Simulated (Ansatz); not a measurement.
## The puckered SnSe bilayer (AB) under a gate

Aim: charge, voltage and capacitance of the puckered SnSe bilayer (AB) in a field-effect set-up.

Calculated with Ansatz 0.2.0; plane-wave DFT, PBE-D3(BJ), Ansatz PAW, in the first sound run; inputs show where later runs differ.

**1. Set-up**

The cell holds 8 atoms: 4 Sn and 4 Se. Cell: a = 4.400 Å, b = 4.290 Å, c = 48.187 Å, α = 90.0°, β = 90.0°, γ = 90.0°. Regions: layer 1: puckered SnSe, 4 atoms (2 Sn and 2 Se); layer 2: puckered SnSe, 4 atoms (2 Sn and 2 Se). Vacuum lies along c.

**2. Relaxation**

The starting cell is a guess, so the in-plane lattice and the atoms are relaxed first, with the slab cut off from its images along the normal.

File input.yaml:

```yaml
crystal:
  lattice:
    - [4.4, 0.0, 0.0]
    - [0.0, 4.29, 0.0]
    - [0.0, 0.0, 48.1871999996]
  atoms:
    - { symbol: Sn, position: [0.06, 0.0, 0.4108974998] }
    - { symbol: Se, position: [0.44, 0.5, 0.4129727397] }
    - { symbol: Se, position: [0.94, 0.0, 0.4667961616] }
    - { symbol: Sn, position: [0.56, 0.5, 0.4688714015] }
    - { symbol: Sn, position: [0.06, 0.5, 0.5311285985] }
    - { symbol: Se, position: [0.44, 0.0, 0.5332038384] }
    - { symbol: Se, position: [0.94, 0.5, 0.5870272603] }
    - { symbol: Sn, position: [0.56, 0.0, 0.5891025002] }
  periodic: [true, true, false]
kpoints:
  mp_grid: { grid: [8, 8, 1] }
hamiltonian:
  xc: pbe
  dispersion: d3bj
scf:
  occupations: { method: fermi_dirac, width: 0.05 }
  convergence: { dr2_threshold: 1.0e-09 }
relax:
  f_tol: 0.004
  max_steps: 90
  cell: {}
output:
  write_potential: true
  write_density: true
  volumetric_format: npy
```

Launch:

```console
> ansatz run input.yaml --threads 4 --pin off --max-ram 16384MiB --backend cpu --events-out ev --progress --plain --runs-dir out
```

Numbers of over 12 decimals in the logs are rounded to 6 here.

Log:

```text
Warning: relax.cell: scf.convergence.dr2_threshold = 1e-9 eV is looser than the 2.31559201446e-10 eV advised for a relaxation that steers and ends on the stress (1e-10 eV for each atom of the cell: 8, times the square of relax.cell.stress_2d_tol = 0.05 N/m over 18.6 Å (the atoms' height at the walk's start and 5 Å past either face), 2.690e-2 GPa, over a crystal's default 0.05). What an SCF threshold leaves in a stress goes as its square root, and in the free energy as the threshold itself, and one threshold admits the most on a small cell: [figures from the program's tests cut] Set scf.convergence.dr2_threshold to 2.31559201446e-10 eV or tighter. [rest of the remark cut]
Engine: ansatz 0.2.0, aarch64-unknown-linux-gnu
Pseudopotentials: kind: paw
Pseudopotential: Sn, paw, valence charge 14, recommended cutoff 420 eV (normal), Sn.paw.azcp
Pseudopotential: Se, paw, valence charge 16, recommended cutoff 420 eV (normal), Se.paw.azcp
Functional definition: PBE
  parameter kappa = 0.804
  parameter beta = 0.066725
  exchange = pbe_x(kappa = kappa, mu = beta*pi^2/3)
  correlation = pbe_c(beta = beta)
Crystal: 8 atoms, lattice volume = 909.582 Å³
Basis set: ecut = 420 eV, 17829 PW (Γ), exchange–correlation on 60×60×648 points (8 copies of the dense FFT grid, shifted against one another)
Bands: 72, of which v1, the nominal top of the filled ones, is band 60 counted from 1 (59 counted from 0)
Symmetry: 4 space group operations
Space group: Pmc21 (ITA 26), of the structure as read, at distance tolerance 9.7e-5 Å
k-points: 25 of 64 (time reversal used)
Non-local potential: Sn, projectors of the file, l = 0: 2, l = 1: 2, l = 2: 2, l = 3: 2
Non-local potential: Se, projectors of the file, l = 0: 2, l = 1: 2, l = 2: 3, l = 3: 1
PAW form: soft (Blöchl's): semilocal exchange-correlation on the pseudo side does not see the compensation charge
PAW one-centre angular grid: Sn, 590 points (default); XC on 64 Gauss nodes
PAW one-centre angular grid: Se, 590 points (default); XC on 64 Gauss nodes
Initial density: superposition of atomic densities (neutral atoms: chi_scale 0, normalization atom), corrected by the library's trained network
Initial wavefunctions: pseudopotential atomic-orbital guess
Functional: x = pbe(κ = 0.804, μ = 0.219515), c = pbe(β = 0.066725)
SCF iter   1: F=—  HF=-45978.491387 eV  |F-HF|=—  |Δ(HF+E_count)|=         —  Δρ=8.64e-4  dr2=3.20e-2  ethr=1.77e-3  ⟨swp⟩=11.8  Hψ=9205  notcnv=0  defer=20
preconditioner: auto → Resta (q_TF=auto, 1.947 Å⁻¹)  ε∞=1.4  [insulator: Δε(μ)=1.137 eV  Ē_g=16.584 eV  σ=0.050 eV  W_gap=1.00  n_scr=108 (ndim 8)  ℏωp=11.0 eV  f_vac=0.738  D(μ)=0.00/eV (n_scr^D=0)  ε∞_Penn≈1.4  vacuum switching on, ρ_ref=2.0e-2 e/Å³]
SCF iter   2: F=—  HF=-45978.494340 eV  |F-HF|=—  |Δ(HF+E_count)|=   2.95e-3  Δρ=9.20e-4  dr2=1.06e-1  ethr=2.67e-5  ⟨swp⟩=4.2  Hψ=4129  notcnv=0  defer=108
SCF iter   3: F=—  HF=-45978.482617 eV  |F-HF|=—  |Δ(HF+E_count)|=   1.17e-2  Δρ=3.56e-4  dr2=3.16e-3  ethr=2.67e-5  ⟨swp⟩=2.4  Hψ=2193  notcnv=0  defer=108
SCF iter   4: F=—  HF=-45978.482783 eV  |F-HF|=—  |Δ(HF+E_count)|=   1.66e-4  Δρ=1.38e-4  dr2=1.70e-4  ethr=2.63e-6  ⟨swp⟩=3.1  Hψ=2699  notcnv=0  defer=108
SCF iter   5: F=—  HF=-45978.482955 eV  |F-HF|=—  |Δ(HF+E_count)|=   1.72e-4  Δρ=4.55e-5  dr2=1.81e-5  ethr=1.41e-7  ⟨swp⟩=3.0  Hψ=2950  notcnv=0  defer=108
SCF iter   6: F=—  HF=-45978.482902 eV  |F-HF|=—  |Δ(HF+E_count)|=   5.24e-5  Δρ=1.59e-5  dr2=2.43e-6  ethr=1.51e-8  ⟨swp⟩=3.0  Hψ=3012  notcnv=0  defer=108
SCF iter   7: F=—  HF=-45978.482956 eV  |F-HF|=—  |Δ(HF+E_count)|=   5.35e-5  Δρ=5.41e-6  dr2=3.67e-7  ethr=2.02e-9  ⟨swp⟩=3.0  Hψ=3174  notcnv=0  defer=108
SCF iter   8: F=—  HF=-45978.482956 eV  |F-HF|=—  |Δ(HF+E_count)|=   1.51e-7  Δρ=1.67e-6  dr2=2.76e-8  ethr=3.06e-10  ⟨swp⟩=3.0  Hψ=3111  notcnv=0  defer=108
SCF iter   9: F=—  HF=-45978.482956 eV  |F-HF|=—  |Δ(HF+E_count)|=   3.61e-8  Δρ=4.52e-7  dr2=2.68e-9  ethr=2.30e-11  ⟨swp⟩=3.0  Hψ=3101  notcnv=0  defer=108
SCF iter  10: F=-45978.482956 eV  HF=-45978.482956 eV  |F-HF|=3.19e-9  |Δ(HF+E_count)|=   4.28e-9  Δρ=1.32e-7  dr2=1.25e-10  ethr=1.00e-12  ⟨swp⟩=11.2  Hψ=11685  notcnv=0
SCF 1 converged in 10 iterations: F = -45978.482956 eV  dr2 = 1.25e-10
  greatest PAW one-centre occupation: 1.000 electrons in one spin orbital (limit 2), on the Se atom at site 5 (counted from 0), in its partial waves of l = 2
relax step   1: F+E_penalty+E_count = -45978.48295587 eV  Δ(F+E_penalty+E_count) = +0.000e0 eV  max|allowed force component| = 7.064e-1 eV/Å  Δτ_max = 0.0000 Å  P = +3.352 N/m  Ω = 909.582 Å³  fix = [c, alpha, beta]  reactions: c +0.000 N/m  (10 SCF iters, accepted)
Crystal: 8 atoms, lattice volume = 910.525 Å³
Basis set: ecut = 420 eV, 17825 PW (Γ), exchange–correlation on 60×60×648 points (8 copies of the dense FFT grid, shifted against one another)
Initial density: handed on by an earlier stage of this run
Initial wavefunctions: those handed on with the density
iter 1 solved again at ethr=1.76e-4 eV; its pass at ethr=3.10e-3 eV (dr2=2.11e-1 eV) is discarded
SCF iter   1: F=—  HF=-45978.788859 eV  |F-HF|=—  |Δ(HF+E_count)|=         —  Δρ=3.75e-3  dr2=2.12e-1  ethr=1.76e-4  ⟨swp⟩=3.9  Hψ=9874  notcnv=0
preconditioner: auto → Resta (q_TF=auto, 1.946 Å⁻¹)  ε∞=1.5  [insulator: Δε(μ)=0.896 eV  Ē_g=16.358 eV  σ=0.050 eV  W_gap=1.00  n_scr=108 (ndim 8)  ℏωp=11.0 eV  f_vac=0.737  D(μ)=0.00/eV (n_scr^D=0)  ε∞_Penn≈1.5  vacuum switching on, ρ_ref=1.9e-2 e/Å³]
SCF iter   2: F=—  HF=-45978.743811 eV  |F-HF|=—  |Δ(HF+E_count)|=   4.50e-2  Δρ=2.00e-3  dr2=3.92e-2  ethr=1.76e-4  ⟨swp⟩=4.8  Hψ=3549  notcnv=0
SCF iter   3: F=—  HF=-45978.743237 eV  |F-HF|=—  |Δ(HF+E_count)|=   5.74e-4  Δρ=9.74e-4  dr2=3.31e-2  ethr=3.27e-5  ⟨swp⟩=4.1  Hψ=3776  notcnv=0  defer=10
SCF iter   4: F=—  HF=-45978.745884 eV  |F-HF|=—  |Δ(HF+E_count)|=   2.65e-3  Δρ=6.82e-4  dr2=5.21e-2  ethr=2.76e-5  ⟨swp⟩=3.2  Hψ=2627  notcnv=0  defer=42
SCF iter   5: F=—  HF=-45978.741126 eV  |F-HF|=—  |Δ(HF+E_count)|=   4.76e-3  Δρ=2.96e-4  dr2=7.47e-3  ethr=2.76e-5  ⟨swp⟩=2.2  Hψ=2147  notcnv=0  defer=44
SCF iter   6: F=—  HF=-45978.740412 eV  |F-HF|=—  |Δ(HF+E_count)|=   7.14e-4  Δρ=8.68e-5  dr2=4.58e-4  ethr=6.22e-6  ⟨swp⟩=2.4  Hψ=2164  notcnv=0  defer=44
SCF iter   7: F=—  HF=-45978.740379 eV  |F-HF|=—  |Δ(HF+E_count)|=   3.28e-5  Δρ=1.98e-5  dr2=1.05e-5  ethr=3.82e-7  ⟨swp⟩=2.6  Hψ=2329  notcnv=0  defer=44
SCF iter   8: F=—  HF=-45978.740334 eV  |F-HF|=—  |Δ(HF+E_count)|=   4.50e-5  Δρ=4.38e-6  dr2=3.04e-7  ethr=8.75e-9  ⟨swp⟩=3.0  Hψ=3111  notcnv=0  defer=39
[...]
SCF iter   7: F=—  HF=-45978.789877 eV  |F-HF|=—  |Δ(HF+E_count)|=   5.20e-5  Δρ=4.33e-6  dr2=1.04e-7  ethr=4.13e-9  ⟨swp⟩=3.0  Hψ=2820  notcnv=0  defer=1
SCF iter   8: F=—  HF=-45978.789877 eV  |F-HF|=—  |Δ(HF+E_count)|=   9.46e-8  Δρ=8.81e-7  dr2=1.15e-8  ethr=8.70e-11  ⟨swp⟩=3.2  Hψ=3593  notcnv=0  defer=1
SCF iter   9: F=—  HF=-45978.789877 eV  |F-HF|=—  |Δ(HF+E_count)|=  7.57e-10  Δρ=2.79e-7  dr2=1.14e-9  ethr=9.54e-12  ⟨swp⟩=2.8  Hψ=3454  notcnv=0  defer=1
SCF iter  10: F=-45978.789877 eV  HF=-45978.789877 eV  |F-HF|=6.77e-10  |Δ(HF+E_count)|=  1.46e-10  Δρ=8.68e-8  dr2=9.14e-11  ethr=1.00e-12  ⟨swp⟩=11.1  Hψ=11063  notcnv=0
SCF 3 converged in 10 iterations: F = -45978.789877 eV  dr2 = 9.14e-11
relax step   3: F+E_penalty+E_count = -45978.78987725 eV  Δ(F+E_penalty+E_count) = -4.954e-2 eV  max|allowed force component| = 3.823e-2 eV/Å  Δτ_max = 0.0660 Å  P = -0.325 N/m  Ω = 904.930 Å³  energy of the carried Pulay correction = +1.957e-4 eV  fix = [c, alpha, beta]  reactions: c +0.000 N/m  (10 SCF iters, accepted)
[...]
relax step   4: F+E_penalty+E_count = -45978.78226191 eV  Δ(F+E_penalty+E_count) = +7.615e-3 eV  max|allowed force component| = 6.827e-2 eV/Å  Δτ_max = 0.0876 Å  P = +0.171 N/m  Ω = 902.224 Å³  energy of the carried Pulay correction = +3.100e-4 eV  fix = [c, alpha, beta]  (10 SCF iters, rejected (line search))
[...]
relax step   5: F+E_penalty+E_count = -45978.79193771 eV  Δ(F+E_penalty+E_count) = -2.060e-3 eV  max|allowed force component| = 1.353e-2 eV/Å  Δτ_max = 0.0226 Å  P = +0.100 N/m  Ω = 895.701 Å³  energy of the carried Pulay correction = +5.869e-4 eV  fix = [c, alpha, beta]  reactions: c +0.000 N/m  (9 SCF iters, accepted)
[...]
relax step   6: F+E_penalty+E_count = -45978.79238203 eV  Δ(F+E_penalty+E_count) = -4.443e-4 eV  max|allowed force component| = 9.929e-3 eV/Å  Δτ_max = 0.0055 Å  P = +0.003 N/m  Ω = 897.690 Å³  energy of the carried Pulay correction = +5.023e-4 eV  fix = [c, alpha, beta]  reactions: c +0.000 N/m  (7 SCF iters, accepted)
[...]
relax step   7: F+E_penalty+E_count = -45978.79243525 eV  Δ(F+E_penalty+E_count) = -5.322e-5 eV  max|allowed force component| = 1.720e-3 eV/Å  Δτ_max = 0.0024 Å  P = +0.003 N/m  Ω = 897.466 Å³  energy of the carried Pulay correction = +5.118e-4 eV  fix = [c, alpha, beta]  reactions: c +0.000 N/m  (7 SCF iters, accepted)
Initial wavefunctions: pseudopotential atomic-orbital guess (no wavefunctions were taken with the density)
iter 1 solved again at ethr=1.15e-6 eV; its pass at ethr=3.10e-3 eV (dr2=1.38e-3 eV) is discarded
SCF iter   1: F=—  HF=-45978.792041 eV  |F-HF|=—  |Δ(HF+E_count)|=         —  Δρ=5.98e-6  dr2=6.57e-8  ethr=1.15e-6  ⟨swp⟩=5.2  Hψ=14787  notcnv=0
eigensolver tolerance schedule: the retry pair's looser diagonalisation over-reported the residual by 21030.17 of it (diagonalisation noise at an unbounded share of the residual, at the tolerance the schedule requests for it); recorded, not acted on — ethr = c·dr2/N_el stays at c = 1.0e-1
SCF iter   2: F=—  HF=-45978.791991 eV  |F-HF|=—  |Δ(HF+E_count)|=   4.99e-5  Δρ=3.91e-6  dr2=4.59e-8  ethr=5.48e-11  ⟨swp⟩=6.0  Hψ=6489  notcnv=0
SCF iter   3: F=—  HF=-45978.791991 eV  |F-HF|=—  |Δ(HF+E_count)|=   1.55e-8  Δρ=1.50e-6  dr2=7.87e-9  ethr=3.83e-11  ⟨swp⟩=2.6  Hψ=2880  notcnv=0
SCF iter   4: F=—  HF=-45978.791991 eV  |F-HF|=—  |Δ(HF+E_count)|=   1.13e-8  Δρ=5.80e-7  dr2=1.50e-8  ethr=6.56e-12  ⟨swp⟩=3.0  Hψ=3244  notcnv=0
SCF iter   5: F=—  HF=-45978.791991 eV  |F-HF|=—  |Δ(HF+E_count)|=   1.72e-9  Δρ=3.97e-7  dr2=3.62e-9  ethr=6.56e-12  ⟨swp⟩=2.8  Hψ=2275  notcnv=0
SCF iter   6: F=-45978.791991 eV  HF=-45978.791991 eV  |F-HF|=1.75e-10  |Δ(HF+E_count)|=  6.69e-10  Δρ=1.54e-7  dr2=1.65e-10  ethr=1.00e-12  ⟨swp⟩=12.6  Hψ=13697  notcnv=0
SCF 8 converged in 6 iterations: F = -45978.791991 eV  dr2 = 1.65e-10
relax step   8: F+E_penalty+E_count = -45978.79199097 eV  Δ(F+E_penalty+E_count) = +4.443e-4 eV  max|allowed force component| = 1.682e-3 eV/Å  Δτ_max = 0.0000 Å  P = -0.001 N/m  Ω = 897.466 Å³  fix = [c, alpha, beta]  reactions: c +0.000 N/m  stress off target by 7.86e-3 N/m on what of the cell is left free  SCF on the basis re-selected at this cell (its energy is not comparable with the rows above)  (6 SCF iters)
basis re-selected at this cell: Δ(F+E_penalty+E_count) = +4.443e-4 eV, ΔP = -0.004 N/m vs the last step (what re-selecting the basis moved, of the pressure what is left beyond the Pulay correction that the steps carried, after the strain that the cell walked since its last selection, with what the two solves' SCF thresholds leave and, on support functions, any second-order correction that the steps lacked; it is no m [...]
SCF converged after 6 iterations
Free energy (F): -45978.791991 eV
Harris-Foulkes:  -45978.791991 eV  (|F-HF|=1.75e-10)
Internal energy: -45978.791983 eV  (E = F + TS)
E sigma→0 (E₀):  -45978.791987 eV
Entropy (-TS):   -0.000008 eV (-0.001 meV/atom)
Fermi energy:    -3.960950 eV
--- Per-component energies (eV) ---
  E_band       = -3471.636430
  E_kinetic    = 1214.289652
  E_local      = -597924.425733  (includes V_loc(G=0)·N_el)
  E_nonlocal   = -2514.167083
  E_hartree    = 298528.353467
  E_xc         = -1949.112514
  E_vxc        = -777.889508  (∫ρ·V_xc dr)
  E_paw        = -24178.688029  (= ΣΔE_a)
  E_vpaw       = -526.148339  (= ΣTr[D̂ρ^β])
  E_aug_tail   = -0.002366  (compensation charges beyond the density's cutoff)
  E_ewald      = 280847.326913
  E_disp       = -2.366290  (pairwise vdW)
  E_smearing   = -0.000008  (= −TS)
  E_closure    = 0.000000  (closes the sum)
  Σ components = -45978.791991   (vs F -45978.791991, Δ=0.00e0)
--- Forces (eV/Å), atoms counted from 1 ---
  atom   1  Sn     0.00019581     0.00000000     0.00085218
  atom   2  Se    -0.00007278     0.00000000    -0.00120388
  atom   3  Se     0.00084250     0.00000000     0.00156053
  atom   4  Sn    -0.00096574     0.00000000    -0.00168250
  atom   5  Sn    -0.00096574     0.00000000     0.00168250
  atom   6  Se     0.00084250     0.00000000    -0.00156053
  atom   7  Se    -0.00007278     0.00000000     0.00120388
  atom   8  Sn     0.00019581     0.00000000    -0.00085218
  max |Σ_I F_I| component: 4.25e-7 eV/Å
--- 2D stress c σ (N/m, compression-positive) ---
        0.005568       0.000000       0.000000
        0.000000      -0.007860       0.000000
        0.000000       0.000000       0.000000
  P = ½ c Tr σ = -0.0011 N/m
--- Band table (eV; the first three rows and the last of 25) ---
  k-point 0: bands = [... 56 lower, -6.0615, -6.0517, -4.8776, -4.7862, -3.3238, -1.7454, -1.4431, -1.2098, ... 8 higher]
  k-point 1: bands = [... 56 lower, -5.9101, -5.8084, -4.8924, -4.8627, -3.2564, -1.7204, -1.4326, -1.2984, ... 8 higher]
  k-point 2: bands = [... 56 lower, -5.3904, -5.3485, -5.0769, -4.9645, -2.9791, -2.4600, -2.3274, -2.0026, ... 8 higher]
  k-point 24: bands = [... 56 lower, -6.0616, -6.0616, -5.9764, -5.9764, -1.5078, -1.5078, -1.3323, -1.3323, ... 8 higher]
  the weakly bound empty levels are not read free of the cell's end (no_gap_told)
--- Relaxed structure (7 steps of the walk, 6 accepted, 1 SCFs on fresh bases) ---
  F+E_penalty+E_count = -45978.79199097 eV   max|allowed force component| = 1.682e-3 eV/Å   (the final SCF, on the basis selected at the relaxed cell)
  cell:  # Å, volume = 897.4656 Å³
    - [4.392041, 0.0, 0.0]
    - [0.0, 4.240526, 0.0]
    - [0.0, 0.0, 48.1871999996]
  atoms:
    - { symbol: Sn, position: [0.031965, 0, 0.410113] }
    - { symbol: Se, position: [0.466277, 0.500000, 0.414494] }
    - { symbol: Se, position: [0.967638, 0, 0.466411] }
    - { symbol: Sn, position: [0.534120, 0.500000, 0.470968] }
    - { symbol: Sn, position: [0.034120, 0.500000, 0.529032] }
    - { symbol: Se, position: [0.467638, 0, 0.533589] }
    - { symbol: Se, position: [0.966277, 0.500000, 0.585506] }
    - { symbol: Sn, position: [0.531965, 0, 0.589887] }
```

The job ended after 6.7 min (4 threads of Arm Neoverse V1, shared host; peak memory 2.2 GiB).

The steps of the relaxation:

```csv
step,energy less that of the first step (eV),largest force component (eV/Å),volume (Å³)
1,0.0000,0.7064,909.58
2,-0.2574,0.3858,910.52
3,-0.3069,0.0382,904.93
4,-0.2993,0.0683,902.22
5,-0.3090,0.0135,895.70
6,-0.3094,0.0099,897.69
7,-0.3095,0.0017,897.47
8*,-0.3090,0.0017,897.47
```

Relaxation steps marked * repeat the geometry before them on a plane-wave basis chosen anew for their cell, so energy and pressure can jump there. Relaxation step 4 was tried and not accepted.

The run keeps the 4 symmetry operations that it works with, so distortions that break them were not tested.

```csv
cell as run,before,after,change
a (Å),4.400,4.392,-0.2 %
b (Å),4.290,4.241,-1.2 %
```

The atoms that moved most (Å, along periodic axes as changes of fractional coordinates times the final cell, across vacuum about the mean position):

```csv
atom,dx,dy,dz,length
Sn4,-0.114,0.000,0.101,0.152
Sn5,-0.114,0.000,-0.101,0.152
Se7,0.115,0.000,-0.073,0.137
Se2,0.115,0.000,0.073,0.137
Sn1,-0.123,0.000,-0.038,0.129
Sn8,-0.123,0.000,0.038,0.129
Se6,0.121,0.000,0.019,0.123
Se3,0.121,0.000,-0.019,0.123
```

The lattice constant a goes from 4.400 to 4.392 Å.

[end of part 1 of 4]

[Logs are printed without paths, hosts, clocks, repeated set-up lines and the standing remarks that a program may print on its own settings, such as how far it seeks lower states.]

[Hosts, paths, dates, database ids (printed as entryN), source tags and the programs' standing remarks are cut or masked in the printed files.]

[Maps of the electrostatic potential energy from Ansatz leave out the sawtooth potential of an applied field or a dipole correction, so their vacuum need not be flat; planar profiles and work functions include it.]
